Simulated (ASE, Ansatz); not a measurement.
## Finding the fault: random bcc (Ta, V, W, Nb) solid solution (432 atoms)

Program: Ansatz 0.2.0. The cell: 97 Ta, 86 V, 132 Nb and 117 W.

Input file input.yaml:

```yaml
crystal:
  lattice:
    - [19.29, 0.0, 0.0]
    - [0.0, 19.29, 0.0]
    - [0.0, 0.0, 19.29]
  atoms:
    - { symbol: Ta, position: [0.99924, 0.00068, 0.00028] }
    - { symbol: V, position: [0.08163, 0.08394, 0.08281] }
    - { symbol: Nb, position: [0.00072, 0.00107, 0.16556] }
    - { symbol: V, position: [0.08473, 0.08454, 0.24881] }
    - { symbol: W, position: [0.00099, 0.9992, 0.33451] }
    - { symbol: Nb, position: [0.0835, 0.08423, 0.41732] }
    - { symbol: V, position: [0.00017, 0.99956, 0.49873] }
    - { symbol: V, position: [0.08393, 0.08384, 0.58435] }
    - { symbol: W, position: [0.99951, 1.0e-05, 0.66498] }
    - { symbol: Nb, position: [0.08168, 0.08262, 0.75002] }
    - { symbol: V, position: [0.00085, 0.99915, 0.83515] }
    - { symbol: W, position: [0.08315, 0.08151, 0.91548] }
    - { symbol: Nb, position: [0.99847, 0.16596, 0.00044] }
    - { symbol: Nb, position: [0.08399, 0.25058, 0.08266] }
    - { symbol: V, position: [0.00097, 0.16315, 0.16539] }
    - { symbol: V, position: [0.08405, 0.25032, 0.25084] }
    - { symbol: W, position: [0.00127, 0.16552, 0.33384] }
    - { symbol: Ta, position: [0.08355, 0.24925, 0.41663] }
    [... 408 atom lines left out ...]
    - { symbol: Nb, position: [0.83219, 0.83389, 0.49946] }
    - { symbol: V, position: [0.91464, 0.91686, 0.5831] }
    - { symbol: Ta, position: [0.83438, 0.8342, 0.66485] }
    - { symbol: W, position: [0.91702, 0.91746, 0.75203] }
    - { symbol: V, position: [0.83183, 0.83465, 0.83315] }
    - { symbol: V, position: [0.91636, 0.91725, 0.91776] }
kpoints:
  mp_grid: { grid: [1, 1, 1] }
hamiltonian:
  xc: pbe
scf:
  occupations: { method: fermi_dirac, width: 0.1 }
  eigensolver: { kind: { support_functions: { accuracy: medium, radius: 2.0 } } }
  max_iter: 50
output:
  forces: true
```

On the command line:

```
$ ansatz run input.yaml --threads 32 --pin off --max-ram 143360MiB --backend cuda --events-out ev --progress --plain --runs-dir out
```

Log:

```text
Warning: scf.eigensolver.kind.support_functions: disabling space-group detection — the functions' gradient is summed over unrotated k-points, so no spatial operation reduces the k-mesh or symmetrises the density; time reversal is kept, so that k and −k are solved as one point where they differ and the mesh holds both, and exact exchange and, on two spinor components, a DFT+U term hold to it where the run has them: [...]
settings of this run that can trade accuracy for cost: scf.eigensolver.kind.support_functions [...]
Engine: ansatz 0.2.0, aarch64-unknown-linux-gnu
Pseudopotentials: kind: paw
Pseudopotential: Ta, paw, valence charge 13, recommended cutoff 420 eV (normal), Ta.paw.azcp
Pseudopotential: V, paw, valence charge 13, recommended cutoff 420 eV (normal), V.paw.azcp
Pseudopotential: Nb, paw, valence charge 13, recommended cutoff 420 eV (normal), Nb.paw.azcp
Pseudopotential: W, paw, valence charge 14, recommended cutoff 420 eV (normal), W.paw.azcp
[... 5 lines on functional and potentials left out ...]
device memory: the entry about to start is reckoned to put 1.7 GiB on a device that reports 182.5 GiB free
Error: SCF: the radius of support functions is under 3.69 Å, the least for these sites at the functions' level (scf.eigensolver.kind.support_functions.accuracy). Use scf.eigensolver.kind: auto, or type scf.eigensolver.kind.support_functions.radius at least as long, [...]
```

Wall time 1.6 s (1 × NVIDIA GB200 with 32 threads of Arm Neoverse V2, shared host); peak memory 1.1 GiB; 10 s of CPU time.

What is at fault here, and what would mend it?

A radius far too short: support_functions.radius = 2.0.

The fix is to leave the radius at the level's default.

The run ended with an error.

[Logs are printed without paths, hosts, clocks, repeated set-up lines and the standing remarks that a program may print on its own settings, such as how far it seeks lower states.]

[Hosts, paths, dates, database ids (printed as entryN), source tags and the programs' standing remarks are cut or masked in the printed files.]
